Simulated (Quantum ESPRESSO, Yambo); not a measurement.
# Gap slopes of NbInO4 (P2/c) from G0W0 (hydrostatic strain), part 2 of 2

Does LDA give the same change of gap under hydrostatic strain as G0W0? The case is NbInO4 (P2/c).

Quantum ESPRESSO 7.5 and Yambo 5.3.0; LDA and many-body steps on it, plane waves. Known limits of the many-body steps: not at the basis limit; no spin-orbit coupling; coarse k mesh.

So far. Step 6 (G0W0, strain -1 %): The gap on the mesh goes from 3.43 eV to 5.16 eV, a correction of +1.73 eV.

## 7. G0W0, strain +1 %

Level of this step: G0W0 on LDA, plane waves, norm-conserving pseudopotentials (Yambo).

The cell differs from the one that the last finished run ended in (a 4.787 → 4.884 Å, b 5.713 → 5.829 Å, c 5.093 → 5.195 Å).

File gw3.in:

```
HF_and_locXC
gw0
dyson
ppa
em1d
rim_cut
RandQpts= 1000000
RandGvec= 1 RL
EXXRLvcs= 80 Ry
VXCRLvcs= 320 Ry
Chimod= "HARTREE"
% BndsRnXp
 1 | 209 |
%
NGsBlkXp= 447 RL
% LongDrXp
 1 | 1 | 1 |
%
% GbndRnge
 1 | 209 |
%
DysSolver= "n"
ExtendOut
PPAPntXp= 27.21138 eV
% QPkrange
 9 | 9 | 57 | 60 |
 6 | 6 | 57 | 60 |
 3 | 3 | 57 | 60 |
 1 | 1 | 57 | 60 |
%
```

Launch:

```
$ OMP_NUM_THREADS=2 mpirun -n 2 yambo -F gw3.in -J gw3 -C gw3 > gw3.log
```

What it wrote:

```text
 Yambo, version 5.3.0

 [02] CORE Variables Setup
 =========================

  [... cell, symmetries and grids as in the set-up ...]

  [02.05] Energies & Occupations
  ==============================

  [X] === General ===
  [X] Electronic Temperature                        :  0.000000  0.000000 [eV K]
  [X] Bosonic    Temperature                        :  0.000000  0.000000 [eV K]
  [X] Finite Temperature mode                       : no
  [X] El. density                                   :  0.78450E+24 [cm-3]
[...]
QP @ state[ 2 ] b range                          :   57   60
   QP @ state[ 3 ] K range                          :   6   6
   QP @ state[ 3 ] b range                          :   57   60
   QP @ state[ 4 ] K range                          :   9   9
   QP @ state[ 4 ] b range                          :   57   60
   GF energies kind                                 : Slater exchange(X)+Perdew & Wang(C)
   GF WF`s kind                                     : Slater exchange(X)+Perdew & Wang(C)
   Xs energies kind                                 : Slater exchange(X)+Perdew & Wang(C)
   Xs WF`s kind                                     : Slater exchange(X)+Perdew & Wang(C)

 [11] Game Over & Game summary
```

Run time: 8.1 min. Hardware: 2 MPI ranks of Arm Neoverse V2, shared host; peak memory 2.9 GiB.

Numbers from this step:

| Item | Value |
| --- | --- |
| G0W0 gap on the mesh | 4.758 eV |
| starting gap on the mesh | 3.097 eV |
| k of the valence top | -0.5, 0, 0 |
| k of the conduction bottom | 0.25, 0, -0.5 |
| least direct G0W0 gap on the computed points | 4.863 eV |

The gap on the mesh goes from 3.10 eV to 4.76 eV, a correction of +1.66 eV.

Again on this cell's own states.

## 8. G0W0, strain -2 %

The cell differs from the one that the last finished run ended in (a 4.884 → 4.739 Å, b 5.829 → 5.655 Å, c 5.195 → 5.041 Å).

gw4.in is the same as gw3.in of step 7.

Launch:

```
$ OMP_NUM_THREADS=2 mpirun -n 2 yambo -F gw4.in -J gw4 -C gw4 > gw4.log
```

What it wrote:

```text
 Yambo, version 5.3.0

 [02] CORE Variables Setup
 =========================

  [... cell, symmetries and grids as in the set-up ...]

  [02.05] Energies & Occupations
  ==============================

  [X] === General ===
  [X] Electronic Temperature                        :  0.000000  0.000000 [eV K]
  [X] Bosonic    Temperature                        :  0.000000  0.000000 [eV K]
  [X] Finite Temperature mode                       : no
  [X] El. density                                   :  0.85877E+24 [cm-3]
[...]
QP @ state[ 2 ] b range                          :   57   60
   QP @ state[ 3 ] K range                          :   6   6
   QP @ state[ 3 ] b range                          :   57   60
   QP @ state[ 4 ] K range                          :   9   9
   QP @ state[ 4 ] b range                          :   57   60
   GF energies kind                                 : Slater exchange(X)+Perdew & Wang(C)
   GF WF`s kind                                     : Slater exchange(X)+Perdew & Wang(C)
   Xs energies kind                                 : Slater exchange(X)+Perdew & Wang(C)
   Xs WF`s kind                                     : Slater exchange(X)+Perdew & Wang(C)

 [11] Game Over & Game summary
```

Wall time 7.9 min (2 MPI ranks); peak memory 2.8 GiB.

Numbers from this step:

```yaml
g0w0_gap_on_the_mesh: 5.359 eV
starting_gap_on_the_mesh: 3.605 eV
k_of_the_valence_top: 0, -0.5, 0
k_of_the_conduction_bottom: 0.25, 0, -0.5
least_direct_g0w0_gap_on_the_computed_points: 5.474 eV
```

The gap on the mesh goes from 3.61 eV to 5.36 eV, a correction of +1.75 eV.

Again on this cell's own states.

## 9. G0W0, strain +2 %

The cell differs from the one that the last finished run ended in (a 4.739 → 4.932 Å, b 5.655 → 5.886 Å, c 5.041 → 5.247 Å).

gw5.in is the same as gw4.in of step 8.

Launch:

```
$ OMP_NUM_THREADS=2 mpirun -n 2 yambo -F gw5.in -J gw5 -C gw5 > gw5.log
```

What it wrote:

```text
 Yambo, version 5.3.0

 [02] CORE Variables Setup
 =========================

  [... cell, symmetries and grids as in the set-up ...]

  [02.05] Energies & Occupations
  ==============================

  [X] === General ===
  [X] Electronic Temperature                        :  0.000000  0.000000 [eV K]
  [X] Bosonic    Temperature                        :  0.000000  0.000000 [eV K]
  [X] Finite Temperature mode                       : no
  [X] El. density                                   :  0.76165E+24 [cm-3]
[...]
QP @ state[ 2 ] b range                          :   57   60
   QP @ state[ 3 ] K range                          :   6   6
   QP @ state[ 3 ] b range                          :   57   60
   QP @ state[ 4 ] K range                          :   9   9
   QP @ state[ 4 ] b range                          :   57   60
   GF energies kind                                 : Slater exchange(X)+Perdew & Wang(C)
   GF WF`s kind                                     : Slater exchange(X)+Perdew & Wang(C)
   Xs energies kind                                 : Slater exchange(X)+Perdew & Wang(C)
   Xs WF`s kind                                     : Slater exchange(X)+Perdew & Wang(C)

 [11] Game Over & Game summary
```

The job ended after 8.4 min (2 MPI ranks; peak memory 3 GiB).

Numbers from this step:

* G0W0 gap on the mesh: 4.543 eV
* starting gap on the mesh: 2.937 eV
* k of the valence top: -0.5, 0, 0
* k of the conduction bottom: 0.25, 0, -0.5
* least direct G0W0 gap on the computed points: 4.656 eV

The gap on the mesh goes from 2.94 eV to 4.54 eV, a correction of +1.61 eV.

Again on this cell's own states.

## 10. The series

One mesh (4×2×2), Godby-Needs plasmon pole, 209 bands in every cell; hydrostatic strain per length. Fractional positions are the same in all cells, though this structure has free coordinates, so these are clamped-ion slopes.

| strain (%) | LDA gap (eV) | G0W0 gap (eV) | least direct G0W0 gap (eV) | G0W0 edges |
| --- | --- | --- | --- | --- |
| -2 | 3.605 | 5.359 | 5.474 | (0.000, -0.500, 0.000) to (0.250, 0.000, -0.500) |
| -1 | 3.432 | 5.163 | 5.273 | (0.000, -0.500, 0.000) to (0.250, 0.000, -0.500) |
| +0 | 3.262 | 4.964 | 5.069 | (0.000, -0.500, 0.000) to (0.250, 0.000, -0.500) |
| +1 | 3.097 | 4.758 | 4.863 | (-0.500, 0.000, 0.000) to (0.250, 0.000, -0.500) |
| +2 | 2.937 | 4.543 | 4.656 | (-0.500, 0.000, 0.000) to (0.250, 0.000, -0.500) |

## 11. What came out

| Item | Value |
| --- | --- |
| slope under compression | −172 (LDA) and −198 (G0W0) meV per % |
| slope under tension | −163 (LDA) and −210 (G0W0) meV per % |
| ions | clamped: fractional positions held |
| GW settings, unstrained cell | 4×2×2 mesh, 209 bands |
| known limits | not at the basis limit; no spin-orbit coupling; coarse k mesh |

On the side of compression the slopes of gap against strain are −172 (LDA) and −198 (G0W0) meV per %. On the side of tension the slopes of gap against strain are −163 (LDA) and −210 (G0W0) meV per %. The G0W0 edges are not at the same points in all cells. One line through all points gives volume deformation potentials of -5.57 eV (LDA) and -6.79 eV (G0W0). Gaps are read on the mesh, so a valley between its points is missed. Bands and cutoff are finite, so the gap is not at the basis limit. The miss can reach some tenths of an eV and take either sign; the mesh is an error of its own. The 4×2×2 mesh is coarse for this cell, which bears on the long-range parts of exchange and screening. The many-body steps are scalar-relativistic: spin-orbit coupling is not in them.

[Paths, hosts, dates, memory and timing lines, banners, echoed tables and standing remarks are left out of the program output.]

[Logs are printed without paths, hosts, clocks, repeated set-up lines and the standing remarks that a program may print on its own settings, such as how far it seeks lower states.]

[Runs of the session that timed out or met a known fault of the program may be left out.]

[Hosts, paths, dates, database ids (printed as entryN), source tags and the programs' standing remarks are cut or masked in the printed files.]
